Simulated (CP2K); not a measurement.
Consider 2-mercaptothiazole at its PBE geometry (Å).

```xyz
9

S     2.6134   -0.6714    0.3682
C     0.9024   -0.3304    0.1732
N     0.4106    0.7704   -0.3465
C    -0.9651    0.7231   -0.3561
C    -1.5337   -0.4130    0.1581
S    -0.2986   -1.4948    0.6872
H     2.9716    0.5128   -0.1781
H    -1.5165    1.5698   -0.7600
H    -2.5841   -0.6666    0.2540
```

Method: CP2K XAS_TDP, all-electron GAPW, PBEh(45%), aug-cc-pVDZ, TDA, no relativity.

Where do the N K-edge lines lie, and how strong are they?

Leading lines: N3 395.54 eV. The leading line of an atom is its first one with 35 % of the strongest within 2.5 eV of its lowest line over the strength cut. 

The first six lines of each atom with a strength over 0.0015:

```csv
atom,energy (eV),states,"strength, one atom"
N3 (bonded to 2 C),395.54,1,0.0452
,398.19,1,0.0069
,398.64,1,0.0098
,400.26,1,0.0023
,401.15,1,0.0044
,401.42,1,0.0021
```

Lines are vertical, at one geometry, with no vibrational structure. Without a correction of the core level, line positions, and the gaps between valence and Rydberg lines, follow the share of exact exchange. At this level such K lines come out 3 to 6 eV under measured ones. These values hold no scalar relativity, about 0.2 eV for N 1s. Rydberg lines, and the discretised continuum above threshold, depend on the basis and the box.

[Banner, clock and machine lines of the logs are left out without a mark of their own.]

[Logs are printed without paths, hosts, clocks, repeated set-up lines and the standing remarks that a program may print on its own settings, such as how far it seeks lower states.]

[Hosts, paths, dates, database ids (printed as entryN), source tags and the programs' standing remarks are cut or masked in the printed files.]
